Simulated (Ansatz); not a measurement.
# Cu(111) with 4 thermally displaced layers, 2x2: scattering by thermal displacements

How much do lattice vibrations at 300 K scatter the electrons of Cu? Layers with random displacements are laid between perfect leads, and the resistance is followed against their length. The measured value for the pure metal at this temperature is 1.725 µΩ cm (CRC Handbook of Chemistry and Physics, 84th ed., 2003, Electrical Resistivity of Pure Metals).

Method: Ansatz plane-wave DFT, PBE, PAW files; ballistic transport by layer matching (Landauer), zero bias; PAW set soft_1, in Ansatz 0.2.0.

Most raw output is cut from this account.

## 1. The starting structure

The cell holds 40 atoms: 40 Cu. Its edges and angles: a = 5.112 Å, b = 5.112 Å, c = 20.923 Å, α = 93.5°, β = 86.5°, γ = 120.0°. It derives from Cu. Regions: lead, 24 atoms (24 Cu); scattering region, 16 atoms (16 Cu). The structure is stacked along c, and the current runs across the ab planes.

## 2. With 4 displaced layers

Each atom of 4 layers is moved at random, by amounts drawn from a normal law 0.0778 Å wide in each direction from the Debye model (343 K) at 300 K. The layers about the cell's end stay perfect and serve as the lead. Disorder leaves little or no symmetry, which makes such runs dear. Energies from -0.05 to 0.05 eV in steps of 0.05 eV are too few for the program's thermal sum, so it prints no conductance; for a metal the transmission near the Fermi level serves, at a fraction of the cost.

The input, input.yaml:

```yaml
crystal:
  lattice:
    - [5.1123254594, 0.0, 0.0]
    - [-2.5561627297, 4.4274037203, 0.0]
    - [1.2780813649, -0.73790062, 20.8709812911]
  atoms:
    - { symbol: Cu, position: [0.9916666667, 0.0083333333, 0.05] }
    - { symbol: Cu, position: [0.9916666667, 0.5083333333, 0.05] }
    - { symbol: Cu, position: [0.4916666667, 0.0083333333, 0.05] }
    - { symbol: Cu, position: [0.4916666667, 0.5083333333, 0.05] }
    - { symbol: Cu, position: [0.1416666667, 0.3583333333, 0.15] }
    - { symbol: Cu, position: [0.1416666667, 0.8583333333, 0.15] }
    - { symbol: Cu, position: [0.6416666667, 0.3583333333, 0.15] }
    - { symbol: Cu, position: [0.6416666667, 0.8583333333, 0.15] }
[... 28 atom lines left out ...]
    - { symbol: Cu, position: [0.8416666667, 0.1583333333, 0.95] }
    - { symbol: Cu, position: [0.8416666667, 0.6583333333, 0.95] }
    - { symbol: Cu, position: [0.3416666667, 0.1583333333, 0.95] }
    - { symbol: Cu, position: [0.3416666667, 0.6583333333, 0.95] }
kpoints:
  mp_grid: { grid: [5, 5, 1] }
hamiltonian:
  xc: pbe
  pseudopotentials: { kind: paw, azcp: { folder: soft_1 } }
scf:
  occupations: { method: fermi_dirac, width: 0.1 }
output:
  transmission:
    leads: [[0, 4]]
    kmesh: [10, 10]
    e_range: [-0.05, 0.05]
    de: 0.05
  write_potential: true
  write_density: true
  volumetric_format: npy
  elf: true
```

Launch:

```console
$ ansatz run input.yaml --threads 4 --pin off --max-ram 15360MiB --backend cpu --events-out ev --progress --plain --runs-dir out
```

Wall time 6.3 min (4 threads of Arm Neoverse V2, shared host); peak memory 4.9 GiB.

This step gave:

| Item | Value |
| --- | --- |
| free energy | -265006.2981 eV |
| energy at zero smearing | -265006.0458 eV |
| Fermi energy | 16.34 eV |
| cell area | 22.63 Å² |
| transmission per spin nearest the Fermi level | 3.129 |
| open channels per spin nearest the Fermi level | 3.21 |
| step of the lead's potential | 4.5 meV |

Per spin. Table of transmission, zone mean by energy, zero at the Fermi level:

```csv
energy (eV),"transmission, zone mean"
-0.0500,3.12
0.0000,3.13
0.0500,3.13
```

Per spin. The open channels, zone mean, lead stays at 3.21 for energy from -0.05 to 0.05 eV.

Transmission over k1 and k2. At 0.0000 eV from the Fermi level.

Ten even steps from '_' (2.75) to '@' (3.85):
```
::@@::::::%%::::::::
::::%%::::%%::::::::
::::::@@__%%::::::::
::::::__....__::::::
@@@@@@@@__..__@@@@@@
::::::::__....__::::
::::::::::%%__@@::::
::::::::::%%::::%%::
::::::::::%%::::::@@
@@::::::::@@::::::::
```
Columns: k1 (b1) from -0.5 to 0.4; rows upwards: k2 (b2) from -0.5 to 0.4.

Open channels over k1 and k2. At 0.0000 eV from the Fermi level.

Ten even steps from '0' (3.00) to '9' (4.00):
```
0900090000
0090090000
0009090000
0000000000
9999000999
0000000000
0000090900
0000090090
0000090009
9000090000
```
Columns: k1 (b1) from -0.5 to 0.4; rows upwards: k2 (b2) from -0.5 to 0.4.

Electrostatic potential energy in the ca plane at fractional y = 0.547, with atoms of Cu within 0.2 Å of it. With pseudopotentials it is smooth inside the atoms' cores, unlike the true potential.

Values in eV, 8 rows by 16 columns, each cell a mean:
```
 16  18  17  17 -19 -29  15  16  18  17   4 -39   7   7  17  16
 10  13   7  10   5  -2  10   6  17  16  10 -26  10  14  18  15
 11  13   4   7  17  16  -1 -15  15  12  18  13  10 -20  13  16
 17  18  16  16  -2  -4  11   4  17  15  17  12   8 -31  10  16
 16  18  17  17 -22 -28  17  18  18  17  10 -26  10   7  17  16
 10  13   7  10  -1  -7  14  15  18  16  11 -26  10  14  18  15
 11  13   4   7  15  14   3  -2  15  11  17  10   9 -20  13  16
 17  18  16  16  -7 -11   7   3  16  13  15   1   7 -31  10  16
```
Columns run along c (16.0 Å, from fractional 0.12 to 0.88 of the cell; values clipped at the 3rd and 97th percentile), rows up along a (5.1 Å). Atoms in or near the plane, at fractional coordinates: Cu at (0.35, 0.94), Cu at (0.35, 0.42), Cu at (0.66, 0.90).

ELF in the ca plane at fractional y = 0.547, with atoms of Cu within 0.2 Å of it. It is the smooth field of the valence electrons, not physical close to the nuclei.

Ten even steps from '0' (0.15) to '9' (0.62), each cell a mean:
```
22221112231019900221112211220014101100012111
11011110111003300221112222220028301211111101
00001100001000001100001111221002001211111000
00001100000110011000001110111000001000011111
10001100000111111000001100001110110000002111
21111100001100001000001100001111120011002111
22211111122000000100001211111000010000002211
22221112231019700221111111220000001000012111
11011110111006500222111111220002001211111101
00001100001000000110011111120001001211111000
00001100000110011000001100011000001000011111
10001100000211122000001000001111121000002211
21111100001100001000001100001111120011002111
22211111122002101100001100011000011000002211
```
Columns run along c (16.0 Å, from fractional 0.12 to 0.88 of the cell), rows up along a (5.1 Å). Atoms in or near the plane, at fractional coordinates: Cu at (0.35, 0.94), Cu at (0.35, 0.42), Cu at (0.66, 0.90).

Valence density in the ca plane at fractional y = 0.547, with atoms of Cu within 0.2 Å of it. It is the smooth field of the valence electrons, not physical close to the nuclei.

Ten steps, logarithmic in the rise over the least value, from '0' (0 e/Å³) to '9' (46 e/Å³), each cell a mean:
```
00000000000169951000000000000268620122100000
00000000000148841000000000000379730000000000
01100011110013320011100000000157520000000000
01110012210000000124310000000012200121000000
01110012210000000135420001000000000255200000
00000001100011100023310000000000001467310000
00000000000135520001100000000011100255300000
00000000000169951000000000000135310112100000
00000000000159851000000000000257620000000000
01100011110025520000000000000146520000000000
01110012210001100012100000000013210121000000
01110012210000000123200011000000001255200000
00000001100012210123210011000000001467310000
00000000000147731012100000000123211255300000
```
Columns run along c (16.0 Å, from fractional 0.12 to 0.88 of the cell), rows up along a (5.1 Å). Atoms in or near the plane, at fractional coordinates: Cu at (0.35, 0.94), Cu at (0.35, 0.42), Cu at (0.66, 0.90).

Over the solved energies the transmission per spin lies between 3.12 and 3.13, out of 3.21 channels of the lead on average (up to 3.21).

## 3. With 8 displaced layers

Each atom of 8 layers is moved at random, by amounts drawn from a normal law 0.0778 Å wide in each direction from the Debye model (343 K) at 300 K. A fresh draw is used; the growth of the resistance with length is what counts.

System of this step: Cu(111) with 8 thermally displaced layers, 2x2. The cell holds 56 atoms: 56 Cu. Its edges and angles: a = 5.112 Å, b = 5.112 Å, c = 29.257 Å, α = 87.5°, β = 92.5°, γ = 120.0°. It derives from Cu. Regions: lead, 24 atoms (24 Cu); scattering region, 32 atoms (32 Cu). The structure is stacked along c, and the current runs across the ab planes.

The input, input.yaml:

```yaml
crystal:
  lattice:
    - [5.1123254594, 0.0, 0.0]
    - [-2.5561627297, 4.4274037203, 0.0]
    - [-1.2780813649, 0.73790062, 29.2193738075]
  atoms:
    - { symbol: Cu, position: [0.005952381, 0.994047619, 0.0357142857] }
    - { symbol: Cu, position: [0.005952381, 0.494047619, 0.0357142857] }
    - { symbol: Cu, position: [0.505952381, 0.994047619, 0.0357142857] }
    - { symbol: Cu, position: [0.505952381, 0.494047619, 0.0357142857] }
    - { symbol: Cu, position: [0.1845238095, 0.3154761905, 0.1071428571] }
    - { symbol: Cu, position: [0.1845238095, 0.8154761905, 0.1071428571] }
    - { symbol: Cu, position: [0.6845238095, 0.3154761905, 0.1071428571] }
    - { symbol: Cu, position: [0.6845238095, 0.8154761905, 0.1071428571] }
[... 44 atom lines left out ...]
    - { symbol: Cu, position: [0.3273809524, 0.1726190476, 0.9642857143] }
    - { symbol: Cu, position: [0.3273809524, 0.6726190476, 0.9642857143] }
    - { symbol: Cu, position: [0.8273809524, 0.1726190476, 0.9642857143] }
    - { symbol: Cu, position: [0.8273809524, 0.6726190476, 0.9642857143] }
kpoints:
  mp_grid: { grid: [5, 5, 1] }
hamiltonian:
  xc: pbe
  pseudopotentials: { kind: paw, azcp: { folder: soft_1 } }
scf:
  occupations: { method: fermi_dirac, width: 0.1 }
output:
  transmission:
    leads: [[0, 4]]
    kmesh: [10, 10]
    e_range: [-0.05, 0.05]
    de: 0.05
  write_potential: true
  write_density: true
  volumetric_format: npy
```

Wall time 13 min (4 threads); peak memory 8.4 GiB; 49 min of CPU time.

Numbers from this step:

* free energy: -371008.0077 eV
* energy at zero smearing: -371007.6516 eV
* transmission per spin nearest the Fermi level: 3.037
* step of the lead's potential: 2.6 meV

Per spin. Transmission, zone mean against energy, zero at the Fermi level:

```
energy (eV)  transmission, zone mean
    -0.0500                     2.99
     0.0000                     3.04
     0.0500                     3.06
```

Over the solved energies the transmission per spin lies between 2.99 and 3.06, out of 3.21 channels of the lead on average (up to 3.21).

## 4. With 12 displaced layers

Each atom of 12 layers is moved at random, by amounts drawn from a normal law 0.0778 Å wide in each direction from the Debye model (343 K) at 300 K. A fresh draw is used; the growth of the resistance with length is what counts.

System of this step: Cu(111) with 12 thermally displaced layers, 2x2. The cell holds 72 atoms: 72 Cu. Cell: a = 5.112 Å, b = 5.112 Å, c = 37.568 Å, α = 90.0°, β = 90.0°, γ = 120.0°. It derives from Cu. Regions: lead, 24 atoms (24 Cu); scattering region, 48 atoms (48 Cu). The structure is stacked along c, and the current runs across the ab planes.

The input, input.yaml:

```yaml
crystal:
  lattice:
    - [5.1123254594, 0.0, 0.0]
    - [-2.5561627297, 4.4274037203, 0.0]
    - [0.0, 0.0, 37.567766324]
  atoms:
    - { symbol: Cu, position: [0.0, 0.0, 0.0277777778] }
    - { symbol: Cu, position: [0.0, 0.5, 0.0277777778] }
    - { symbol: Cu, position: [0.5, 0.0, 0.0277777778] }
    - { symbol: Cu, position: [0.5, 0.5, 0.0277777778] }
    - { symbol: Cu, position: [0.1666666667, 0.3333333333, 0.0833333333] }
    - { symbol: Cu, position: [0.1666666667, 0.8333333333, 0.0833333333] }
    - { symbol: Cu, position: [0.6666666667, 0.3333333333, 0.0833333333] }
    - { symbol: Cu, position: [0.6666666667, 0.8333333333, 0.0833333333] }
[... 60 atom lines left out ...]
    - { symbol: Cu, position: [0.3333333333, 0.1666666667, 0.9722222222] }
    - { symbol: Cu, position: [0.3333333333, 0.6666666667, 0.9722222222] }
    - { symbol: Cu, position: [0.8333333333, 0.1666666667, 0.9722222222] }
    - { symbol: Cu, position: [0.8333333333, 0.6666666667, 0.9722222222] }
kpoints:
  mp_grid: { grid: [5, 5, 1] }
hamiltonian:
  xc: pbe
  pseudopotentials: { kind: paw, azcp: { folder: soft_1 } }
scf:
  occupations: { method: fermi_dirac, width: 0.1 }
output:
  transmission:
    leads: [[0, 4]]
    kmesh: [10, 10]
    e_range: [-0.05, 0.05]
    de: 0.05
  write_potential: true
  write_density: true
  volumetric_format: npy
```

Wall time 26 min (4 threads); peak memory 7.4 GiB; 1.6 h of CPU time.

Numbers from this step:

```yaml
free_energy: -477009.5229 eV
energy_at_zero_smearing: -477009.1068 eV
fermi_energy: 16.32 eV
transmission_per_spin_nearest_the_fermi_level: 2.889
step_of_the_lead_s_potential: 6.2 meV
```

Per spin. Table of transmission, zone mean by energy, zero at the Fermi level:

```csv
energy (eV),"transmission, zone mean"
-0.0500,2.87
0.0000,2.89
0.0500,2.92
```

Over the solved energies the transmission per spin lies between 2.87 and 2.92, out of 3.21 channels of the lead on average (up to 3.21).

## 5. Resistance against length

This step: Ansatz plane-wave DFT, PBE, PAW files; ballistic transport by layer matching (Landauer), zero bias; resistivity from the slope of the area resistance; PAW set soft_1 (Ansatz 0.2.0).

Numbers from this step:

- resistivity: 4.563 µΩ cm
- intercept: -0.01670 fΩ m²
- scatter about the fit: 0.003747 fΩ m²

Resistance, by row:

| run | length (Å) | T | channels N | RA (fΩ m²) |
| --- | --- | --- | --- | --- |
| n4 | 8.348 | 3.127 | 3.21 | 0.02404 |
| n8 | 16.7 | 3.03 | 3.21 | 0.05418 |
| n12 | 25.05 | 2.892 | 3.21 | 0.1002 |

Area resistance against length of the displaced region:

```csv
length of the displaced region (Å),area resistance (fΩ m²)
8.35,0.0240
16.70,0.0542
25.05,0.100
```

The area resistance goes from 0.024 to 0.10 fΩ m² between 8.3 and 25.0 Å, a slope of 4.6 µΩ cm.

By hand from the end points: (0.1002 − 0.02404) fΩ m² / (25.05 − 8.35) Å = 4.6 µΩ cm, since 1 fΩ m² per Å is 1000 µΩ cm.

## 6. Summary of results

| Item | Value |
| --- | --- |
| resistivity from the slope | 4.56 µΩ cm |
| area resistance over 8.35 Å | 0.0240 fΩ m² |
| area resistance over 16.7 Å | 0.0542 fΩ m² |
| area resistance over 25.0 Å | 0.100 fΩ m² |

The slope gives 4.6 µΩ cm. The points scatter by 0.0037 fΩ m² about the line, with one random draw a length in a 2x2 cell, so the slope is a rough value. The mean square of the displacements drawn is 0.78, 0.99 and 1.2 of the nominal one at the three lengths; with each resistance scaled back by that, the slope is 3.3 µΩ cm, the value used below. Read with a model of isotropic scattering on a spherical Fermi surface and the lead's 1.1×10¹⁵ S/m², this slope means a mean free path near 252 Å; over these lengths the model's slope is 1.20 times its bulk resistivity, which would be 2.7 µΩ cm. Uncorrelated displacements put too much weight on short waves, which scatter strongly; with the sideways repeat of a small cell, one draw and three short lengths, the method is good to a factor of two or three. The measured value is 1.725 µΩ cm (CRC Handbook of Chemistry and Physics, 84th ed., 2003, Electrical Resistivity of Pure Metals); the scaled slope is 1.9 times that and the corrected value 1.6: clearly high.

[Logs are printed without paths, hosts, clocks, repeated set-up lines and the standing remarks that a program may print on its own settings, such as how far it seeks lower states.]

[Hosts, paths, dates, database ids (printed as entryN), source tags and the programs' standing remarks are cut or masked in the printed files.]
